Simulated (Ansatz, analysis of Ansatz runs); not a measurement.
# A hop of Cu in Y4S3N2 (C2/m), charge +1

Aim: the barrier of one jump in Y4S3N2 (C2/m) at charge +1: Cu_i hop between interstitial places. The model is a cell of 54 host atoms with 1 Cu put in; Cu is the atom that moves.

Program: Ansatz 0.2.0. Level of theory: plane-wave PAW DFT, PBEsol; nudged elastic band between two relaxed defect structures at fixed charge in a uniform background. Results are calculated unless marked as measured.

Report form: the programs' logs are mostly left out.

### Step 1. The structure

The cell holds 55 atoms: 24 Y, 18 S, 12 N and 1 Cu. Its edges and angles: a = 12.778 Å, b = 11.374 Å, c = 9.763 Å, α = 90.0°, β = 128.5°, γ = 90.0°. It derives from Y4S3N2 (space group C2/m). Nearest the centre at fractional (0.000, 0.667, 0.500): Cu55 at 1.21 Å, S50 at 2.23 Å, S47 at 2.23 Å, Y37 at 3.27 Å, Y19 at 3.27 Å, Y40 at 3.27 Å, Y22 at 3.27 Å, N51 at 3.46 Å. The cell carries charge +1.

As a file:

```xyz
55
Lattice="12.7781 0.0000 -0.0248 0.0000 11.3745 0.0000 -6.0606 0.0000 7.6537" Properties=species:S:1:pos:R:3 pbc="T T T"
Y    -0.6153    1.8957    4.9602
Y     5.7738    0.0000    4.9478
Y     0.9438    0.0000    2.6811
Y     7.3328    1.8957    2.6687
Y     4.6955    0.0000    1.0893
Y    11.0845    1.8957    1.0769
Y    -4.3670    1.8957    6.5520
Y     2.0220    0.0000    6.5396
S     0.0000    0.0000    0.0000
S     6.3891    1.8957   -0.0124
S    -2.5264    0.0000    5.9982
S     3.8626    1.8957    5.9858
S     2.8549    1.8957    1.6431
S     9.2440    0.0000    1.6307
N    -0.3467    1.8957    2.7567
N     6.0423    0.0000    2.7443
N     0.6752    0.0000    4.8846
N     7.0643    1.8957    4.8722
Y    -0.6153    5.6872    4.9602
Y     5.7738    3.7915    4.9478
Y     0.9438    3.7915    2.6811
Y     7.3328    5.6872    2.6687
Y     4.6955    3.7915    1.0893
Y    11.0845    5.6872    1.0769
Y    -4.3670    5.6872    6.5520
Y     2.0220    3.7915    6.5396
S     0.0000    3.7915    0.0000
S     6.3891    5.6872   -0.0124
S    -2.5264    3.7915    5.9982
S     3.8626    5.6872    5.9858
S     2.8549    5.6872    1.6431
S     9.2440    3.7915    1.6307
N    -0.3467    5.6872    2.7567
N     6.0423    3.7915    2.7443
N     0.6752    3.7915    4.8846
N     7.0643    5.6872    4.8722
Y    -0.6153    9.4787    4.9602
Y     5.7738    7.5830    4.9478
Y     0.9438    7.5830    2.6811
Y     7.3328    9.4787    2.6687
Y     4.6955    7.5830    1.0893
Y    11.0845    9.4787    1.0769
Y    -4.3670    9.4787    6.5520
Y     2.0220    7.5830    6.5396
S     0.0000    7.5830    0.0000
S     6.3891    9.4787   -0.0124
S    -2.5264    7.5830    5.9982
S     3.8626    9.4787    5.9858
S     2.8549    9.4787    1.6431
S     9.2440    7.5830    1.6307
N    -0.3467    9.4787    2.7567
N     6.0423    7.5830    2.7443
N     0.6752    7.5830    4.8846
N     7.0643    9.4787    4.8722
Cu   -1.8549    7.5830    3.5484
```

The cell's shortest repeat is 9.8 Å.

### Step 2. Relaxation of the start point, charge +1

The ends come first: from an unrelaxed start the top is counted from too high an energy, and the barrier comes out too low. Small random displacements break the symmetry of the ideal sites, so that the defect can distort if it gains by it. The charge of +1 is set by the electron count, and a uniform background keeps the cell neutral.

qp1.start/input.yaml reads:

```yaml
crystal:
  lattice:
    - [12.77813411, 0.0, -0.02476517]
    - [0.0, 11.37446657, 0.0]
    - [-6.06062451, 0.0, 7.65368011]
  atoms:
    - { symbol: "Y", position: [0.25962613, 0.16666667, 0.64891759] }
    - { symbol: "Y", position: [0.75962613, 0.0, 0.64891759] }
    - { symbol: "Y", position: [0.24037387, 0.0, 0.35108241] }
    - { symbol: "Y", position: [0.74037387, 0.16666667, 0.35108241] }
    - { symbol: "Y", position: [0.43563346, 0.0, 0.14373378] }
    - { symbol: "Y", position: [0.93563346, 0.16666667, 0.14373378] }
    - { symbol: "Y", position: [0.06436654, 0.16666667, 0.85626622] }
    - { symbol: "Y", position: [0.56436654, 0.0, 0.85626622] }
    - { symbol: S, position: [0.0, 0.0, 0.0] }
    - { symbol: S, position: [0.5, 0.16666667, 0.0] }
    - { symbol: S, position: [0.17425595, 0.0, 0.78426088] }
    - { symbol: S, position: [0.67425595, 0.16666667, 0.78426088] }
    - { symbol: S, position: [0.32574405, 0.16666667, 0.21573912] }
    - { symbol: S, position: [0.82574405, 0.0, 0.21573912] }
    - { symbol: "N", position: [0.14391518, 0.16666667, 0.36064226] }
    - { symbol: "N", position: [0.64391518, 0.0, 0.36064226] }
    - { symbol: "N", position: [0.35608482, 0.0, 0.63935774] }
    - { symbol: "N", position: [0.85608482, 0.16666667, 0.63935774] }
    - { symbol: "Y", position: [0.25962613, 0.5, 0.64891759] }
    - { symbol: "Y", position: [0.75962613, 0.33333333, 0.64891759] }
    - { symbol: "Y", position: [0.24037387, 0.33333333, 0.35108241] }
    - { symbol: "Y", position: [0.74037387, 0.5, 0.35108241] }
    - { symbol: "Y", position: [0.43563346, 0.33333333, 0.14373378] }
    - { symbol: "Y", position: [0.93563346, 0.5, 0.14373378] }
    - { symbol: "Y", position: [0.06436654, 0.5, 0.85626622] }
    - { symbol: "Y", position: [0.56436654, 0.33333333, 0.85626622] }
    - { symbol: S, position: [0.0, 0.33333333, 0.0] }
    - { symbol: S, position: [0.5, 0.5, 0.0] }
    - { symbol: S, position: [0.17425595, 0.33333333, 0.78426088] }
    - { symbol: S, position: [0.67425595, 0.5, 0.78426088] }
    - { symbol: S, position: [0.32574405, 0.5, 0.21573912] }
    - { symbol: S, position: [0.82574405, 0.33333333, 0.21573912] }
    - { symbol: "N", position: [0.14391518, 0.5, 0.36064226] }
    - { symbol: "N", position: [0.64391518, 0.33333333, 0.36064226] }
    - { symbol: "N", position: [0.35608482, 0.33333333, 0.63935774] }
    - { symbol: "N", position: [0.85608482, 0.5, 0.63935774] }
    - { symbol: "Y", position: [0.25962613, 0.83333333, 0.64891759] }
    - { symbol: "Y", position: [0.75962613, 0.66666667, 0.64891759] }
    - { symbol: "Y", position: [0.24037387, 0.66666667, 0.35108241] }
    - { symbol: "Y", position: [0.74037387, 0.83333333, 0.35108241] }
    - { symbol: "Y", position: [0.43563346, 0.66666667, 0.14373378] }
    - { symbol: "Y", position: [0.93563346, 0.83333333, 0.14373378] }
    - { symbol: "Y", position: [0.06436654, 0.83333333, 0.85626622] }
    - { symbol: "Y", position: [0.56436654, 0.66666667, 0.85626622] }
    - { symbol: S, position: [0.0, 0.66666667, 0.0] }
    - { symbol: S, position: [0.5, 0.83333333, 0.0] }
    - { symbol: S, position: [0.17425595, 0.66666667, 0.78426088] }
    - { symbol: S, position: [0.67425595, 0.83333333, 0.78426088] }
    - { symbol: S, position: [0.32574405, 0.83333333, 0.21573912] }
    - { symbol: S, position: [0.82574405, 0.66666667, 0.21573912] }
    - { symbol: "N", position: [0.14391518, 0.83333333, 0.36064226] }
    - { symbol: "N", position: [0.64391518, 0.66666667, 0.36064226] }
    - { symbol: "N", position: [0.35608482, 0.66666667, 0.63935774] }
    - { symbol: "N", position: [0.85608482, 0.83333333, 0.63935774] }
    - { symbol: Cu, position: [0.074849, 0.666667, 0.46386] }
total_charge: 1
basis:
  ecutwfc: 420
  xc_grid: 2
hamiltonian:
  xc: pbesol
kpoints:
  mp_grid: { grid: [1, 1, 1], shift: [0.25, 0.25, 0.25] }
scf:
  occupations: { method: fixed }
  max_iter: 120
output:
  forces: true
relax:
  f_tol: 0.02
  max_steps: 70
  random_displacement: { amplitude: 0.03, seed: 3000 }
```

Launch:

```sh
$ ansatz run input.yaml --threads 32 --pin off --max-ram 84787MiB --backend cuda --events-out ev --progress --plain --runs-dir out --max-vram 78GiB
```

Elapsed: 4.7 s, on 1 × NVIDIA GB200 with 32 threads of Arm Neoverse V2, shared host; peak memory 1.5 GiB; 22 s of CPU time.

The steps of the relaxation:

```tsv
step	energy less that of the first step (eV)	largest force component (eV/Å)
1	0.0000	1.8710
2	-0.7286	1.0184
3	-1.1860	0.3523
4	-1.2672	0.2562
5	-1.2903	0.1451
6	-1.3030	0.0420
7	-1.3042	0.0217
8	-1.3046	0.0087
```

The atoms that moved most (Å, from the sites as typed, ahead of the random displacement, the mean shift of all atoms taken out):

```tsv
atom	dx	dy	dz	length
S47	-0.068	0.003	-0.463	0.468
Cu55	0.005	-0.010	-0.340	0.341
N33	-0.149	0.148	0.057	0.218
N51	-0.145	-0.146	0.055	0.213
Y19	0.040	-0.011	0.089	0.099
Y37	0.039	0.013	0.087	0.096
Y24	-0.014	-0.012	-0.089	0.091
Y42	-0.014	0.009	-0.086	0.088
```

Neighbours of Cu55 at the end:

```tsv
atom	distance (Å)
N33	2.238
S50	2.253
N51	2.258
S47	2.443
Y39	2.871
Y24	2.905
Y42	2.914
Y19	2.935
Y37	2.947
```

This step gave:

* free energy: -118258.6475 eV
* r.m.s. move of the farther half of the atoms: 0.02678 Å
* largest move from the ideal geometry of this structure, a common shift of the far atoms taken out: 0.4841 Å

The relaxation gained 1.305 eV and ended with a largest force component of 0.0087 eV/Å.

### Step 3. Relaxation of the end point, charge +1

The end point is relaxed in the same cell and settings, so that the two energies compare. Atoms more than 3.2 Å from the middle of the hop start where the first relaxation left them, the nearer ones on or close to their ideal places, with small random displacements.

qp1.end/input.yaml reads:

```yaml
crystal:
  lattice:
    - [12.77813411, 0.0, -0.02476517]
    - [0.0, 11.37446657, 0.0]
    - [-6.06062451, 0.0, 7.65368011]
  atoms:
    - { symbol: "Y", position: [0.2597417, 0.1668107, 0.64893768] }
    - { symbol: "Y", position: [0.75902409, 0.00142716, 0.64864518] }
    - { symbol: "Y", position: [0.23745617, -0.00109585, 0.35044268] }
    - { symbol: "Y", position: [0.74186598, 0.16653487, 0.35163018] }
    - { symbol: "Y", position: [0.43575903, 0.00070103, 0.14575642] }
    - { symbol: "Y", position: [0.93415382, 0.16657403, 0.14191051] }
    - { symbol: "Y", position: [0.06614639, 0.16678667, 0.85724722] }
    - { symbol: "Y", position: [0.56539812, 0.00109279, 0.85634397] }
    - { symbol: S, position: [0.00144377, -0.00075138, 0.00098412] }
    - { symbol: S, position: [0.4998333, 0.16670383, -0.00033221] }
    - { symbol: S, position: [0.17587495, 0.00043975, 0.78442294] }
    - { symbol: S, position: [0.67380714, 0.16669789, 0.78257091] }
    - { symbol: S, position: [0.32766924, 0.16665117, 0.22378985] }
    - { symbol: S, position: [0.82604802, -0.0003961, 0.21496174] }
    - { symbol: "N", position: [0.14401343, 0.16658166, 0.35885039] }
    - { symbol: "N", position: [0.64478643, 0.00063478, 0.35998258] }
    - { symbol: "N", position: [0.3559575, -0.00018175, 0.63799939] }
    - { symbol: "N", position: [0.8575265, 0.16676223, 0.6416084] }
    - { symbol: "Y", position: [0.26757242, 0.49905191, 0.65886113] }
    - { symbol: "Y", position: [0.75896136, 0.33229012, 0.64862392] }
    - { symbol: "Y", position: [0.2374077, 0.33407429, 0.35031898] }
    - { symbol: "Y", position: [0.74278542, 0.49747358, 0.3538692] }
    - { symbol: "Y", position: [0.43573159, 0.33235695, 0.14573431] }
    - { symbol: "Y", position: [0.92827447, 0.49898342, 0.13036386] }
    - { symbol: "Y", position: [0.06278319, 0.50044912, 0.8492768] }
    - { symbol: "Y", position: [0.56533945, 0.33245176, 0.85611894] }
    - { symbol: S, position: [0.00138549, 0.33414254, 0.00091041] }
    - { symbol: S, position: [0.50314749, 0.50059104, 0.00415803] }
    - { symbol: S, position: [0.17564619, 0.33294461, 0.78416073] }
    - { symbol: S, position: [0.67140614, 0.49951643, 0.7789306] }
    - { symbol: S, position: [0.32319285, 0.50078541, 0.21244688] }
    - { symbol: S, position: [0.82580783, 0.33378505, 0.21463569] }
    - { symbol: "N", position: [0.13497753, 0.51304741, 0.36625223] }
    - { symbol: "N", position: [0.64472868, 0.33261254, 0.35992607] }
    - { symbol: "N", position: [0.35584772, 0.33368028, 0.63779665] }
    - { symbol: "N", position: [0.85456788, 0.49884109, 0.64022559] }
    - { symbol: "Y", position: [0.26729293, 0.8344842, 0.65849675] }
    - { symbol: "Y", position: [0.75960356, 0.66690985, 0.64954243] }
    - { symbol: "Y", position: [0.24532361, 0.6665499, 0.35523764] }
    - { symbol: "Y", position: [0.74279188, 0.8355562, 0.35391489] }
    - { symbol: "Y", position: [0.44129612, 0.66653988, 0.14864405] }
    - { symbol: "Y", position: [0.9284254, 0.83414081, 0.13071366] }
    - { symbol: "Y", position: [0.06289503, 0.83331048, 0.84972142] }
    - { symbol: "Y", position: [0.56847842, 0.66681919, 0.85881419] }
    - { symbol: S, position: [0.00241738, 0.66672168, -0.00337351] }
    - { symbol: S, position: [0.50310954, 0.83269877, 0.0041305] }
    - { symbol: S, position: [0.17425595, 0.66666667, 0.78426088] }
    - { symbol: S, position: [0.67144231, 0.83385956, 0.77894022] }
    - { symbol: S, position: [0.32335265, 0.83250899, 0.21267776] }
    - { symbol: S, position: [0.82574405, 0.66666667, 0.21573912] }
    - { symbol: "N", position: [0.13522745, 0.82053752, 0.36611077] }
    - { symbol: "N", position: [0.64581558, 0.66660334, 0.36099769] }
    - { symbol: "N", position: [0.36353731, 0.66675543, 0.64497586] }
    - { symbol: "N", position: [0.85463414, 0.83459096, 0.64031944] }
    - { symbol: Cu, position: [-0.0748, 0.6667, 0.5361] }
total_charge: 1
basis:
  ecutwfc: 420
  xc_grid: 2
hamiltonian:
  xc: pbesol
kpoints:
  mp_grid: { grid: [1, 1, 1], shift: [0.25, 0.25, 0.25] }
scf:
  occupations: { method: fixed }
  max_iter: 120
output:
  forces: true
relax:
  f_tol: 0.02
  max_steps: 70
  random_displacement: { amplitude: 0.01, seed: 3000 }
```

The job ended after 5 s (1 × NVIDIA GB200 with 32 threads; peak memory 1.5 GiB).

The steps of the relaxation:

```tsv
step	energy less that of the first step (eV)	largest force component (eV/Å)
1	0.0000	1.4100
2	-1.0569	0.8279
3	-1.4424	0.4260
4	-1.5139	0.1987
5	-1.5311	0.0898
6	-1.5351	0.0536
7	-1.5367	0.0276
8	-1.5374	0.0080
```

The atoms that moved most (Å, from the sites as typed, ahead of the random displacement):

```tsv
atom	dx	dy	dz	length
S50	0.070	-0.003	0.465	0.470
Cu55	-0.002	0.013	0.339	0.339
N54	0.177	-0.163	-0.063	0.249
N33	0.175	-0.162	-0.063	0.247
N51	0.172	0.158	-0.061	0.241
N36	0.171	0.159	-0.061	0.241
Y42	-0.006	-0.014	0.141	0.142
Y24	-0.005	0.012	0.140	0.140
```

Neighbours of Cu55 at the end:

```tsv
atom	distance (Å)
N54	2.235
S47	2.252
N36	2.263
S50	2.440
Y38	2.873
Y43	2.905
Y25	2.917
Y40	2.932
Y22	2.948
```

Read from the output:

```
free energy                                                                                       : -118258.6475 eV
r.m.s. move of the farther half of the atoms                                                      : 0.02640 Å
largest move from the ideal geometry of this structure, a common shift of the far atoms taken out : 0.4841 Å
```

The relaxation gained 1.537 eV and ended with a largest force component of 0.0080 eV/Å. The end lies within 1 meV of the start.

(Part 1 of 2 ends here.)

[Logs are printed without paths, hosts, clocks, repeated set-up lines and the standing remarks that a program may print on its own settings, such as how far it seeks lower states.]

[Hosts, paths, dates, database ids (printed as entryN), source tags and the programs' standing remarks are cut or masked in the printed files.]
